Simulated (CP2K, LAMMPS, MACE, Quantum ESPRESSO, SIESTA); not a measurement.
# Whose minimum is lowest? Relaxing Ga2O3 with crystalline order left by the classical run (80 atoms) by several methods

Aim: relax Ga2O3 with crystalline order left by the classical run (80 atoms) with MACE MPA-0 medium, CP2K double zeta and SIESTA DZP, then solve each end with plane waves to see how good it is.

All numbers are calculated, not measured.

## 1. The structure

The cell holds 80 atoms (32 Ga and 48 O), with edges of 9.32, 9.32 and 9.32 Å. Recipe: 80 atoms (32 Fe, 48 O) placed at random at 4.44 g/cm³, melted at 5000 K for 10 ps at fixed volume with the Morse and Coulomb pair potential with partial charges (Pedone, Malavasi, Menziani, Cormack and Segre, J. Phys. Chem. B 110, 11780 (2006)). Quenched from 5000 K to 300 K at 20 K/ps and fixed volume, held 10 ps at zero pressure, then minimised at fixed cell. Then Fe was replaced by Ga and the cell scaled by 1.003 (the potential has no terms for the new elements, so the cell is a start for a DFT relaxation).

## 2. The judge

Quantum ESPRESSO 7.5: Kohn-Sham DFT, PBE, SSSP efficiency 1.3.0 pseudopotentials, plane waves. Its input for the start:

```
&control
  calculation = 'scf'
  pseudo_dir = './pseudo'
  outdir = './tmp'
  disk_io = 'none'
  tprnfor = .true.
  tstress = .true.
/
&system
  ibrav = 0
  nat = 80
  ntyp = 2
  ecutwfc = 70
  ecutrho = 560
  nosym = .true.
  occupations = 'smearing'
  smearing = 'fd'
  degauss = 0.003675
/
&electrons
  conv_thr = 4.0e-07
  electron_maxstep = 100
  mixing_beta = 0.4
  mixing_mode = 'plain'
  diagonalization = 'david'
/
ATOMIC_SPECIES
Ga 69.723 Ga.upf
O 15.999 O.upf
CELL_PARAMETERS angstrom
9.32360 0.00000 0.00000
0.00000 9.32360 0.00000
0.00000 0.00000 9.32360
ATOMIC_POSITIONS crystal
Ga 0.17007 0.18410 0.59271
Ga 0.37201 0.19490 0.27804
Ga 0.11578 0.70678 0.23312
[... 75 atom lines left out ...]
O 0.28429 0.36013 0.59011
O 0.53316 0.05310 0.62099
K_POINTS gamma
```

Elapsed: 6.4 min, on 4 MPI ranks of Arm Neoverse V2, shared host; peak memory 3.6 GiB.

At the start it finds an r.m.s. force component of 0.34 eV/Å and a pressure of 4.5 GPa. The same input is run at the end of each relaxation.

## 3. The relaxations

The DFT methods use the judge's functional, PBE. 

Times are CPU times on a shared host and are rough.

```
           method                      basis or training data  geometry steps  reached its threshold  own energy change (meV/atom)  r.m.s. move (Å)  largest move (Å)  CPU time
MACE MPA-0 medium          trained on PBE(+U) plane-wave data              25                    yes                         -23.6             0.15              0.27      50 s
 CP2K double zeta  DZVP-MOLOPT-SR, GTH-PBE potentials, 640 Ry              23                    yes                         -24.8             0.13              0.25     1.8 h
       SIESTA DZP    DZP orbitals, shift 0.01 Ry, mesh 400 Ry              13                    yes                         -22.5             0.12              0.22    68 min
```

## 4. The ends, solved with plane waves

| geometry | energy less the start's (meV/atom) | r.m.s. force (eV/Å) | longest force (eV/Å) | pressure (GPa) | Kohn-Sham gap (eV) |
| --- | --- | --- | --- | --- | --- |
| start | 0.0 | 0.344 | 1.20 | 4.49 | 1.91 |
| end of MACE MPA-0 medium | -26.3 | 0.056 | 0.20 | 8.75 | 2.17 |
| end of CP2K double zeta | -25.5 | 0.064 | 0.22 | 8.12 | 2.10 |
| end of SIESTA DZP | -21.7 | 0.123 | 0.40 | 6.73 | 2.01 |

## 5. Do they end in the same place?

Distances between the ends, with any common shift taken off:

```
                                  ends  r.m.s. (Å)  largest (Å)
MACE MPA-0 medium and CP2K double zeta       0.030         0.07
      MACE MPA-0 medium and SIESTA DZP       0.065         0.16
       CP2K double zeta and SIESTA DZP       0.047         0.12
```

Bonds, counted by one set of cutoffs taken from the start, with their mean length:

```csv
geometry,Ga-O (under 2.50 Å)
start,186 at 2.02 Å
MACE MPA-0 medium,180 at 1.99 Å
CP2K double zeta,180 at 1.99 Å
SIESTA DZP,182 at 2.00 Å
```

## 6. Outcome

By plane waves the end of MACE MPA-0 medium lies lowest, 26.3 meV/atom under the start; CP2K double zeta ends 0.7 meV/atom higher and SIESTA DZP ends 4.6 meV/atom higher. The plane-wave r.m.s. force is smallest after MACE MPA-0 medium (0.056 eV/Å) and largest after SIESTA DZP (0.12 eV/Å), against 0.34 eV/Å at the start. Own against plane-wave energy change: MACE MPA-0 medium -23.6 against -26.3, CP2K double zeta -24.8 against -25.5 and SIESTA DZP -22.5 against -21.7 meV/atom.

No atom lies more than 0.16 Å apart between any two ends, so they share one basin. Bonds formed and lost against the start: MACE MPA-0 medium 0 and 6, CP2K double zeta 0 and 6 and SIESTA DZP 0 and 4, of 186. The pressure at the ends spans 6.7 to 8.8 GPa, from 4.5 GPa at the start.

Caveats: Plane waves didn't relax the cell themselves, so each end could still go down at that level. The methods had unlike step limits and thresholds. The quench rate of 20 K/ps is many orders above laboratory rates, so the cell is likely richer in defects and strain than a real sample. The reference samples only Γ, in a cell whose shortest periodic width is 9 Å. The plane-wave runs aren't exact: their cutoffs and mesh weren't converged further here. SIESTA's automatically made basis is far from complete, and its potentials were converted by us (checked for H, C, O, Si, Ge and Ca alone). Spin–orbit coupling is left out. Where levels are smeared, the DFT runs use Fermi–Dirac occupations at 580 K (0.05 eV), and energies are free energies.

[Logs are printed without paths, hosts, clocks, repeated set-up lines and the standing remarks that a program may print on its own settings, such as how far it seeks lower states.]

[Hosts, paths, dates, database ids (printed as entryN), source tags and the programs' standing remarks are cut or masked in the printed files.]
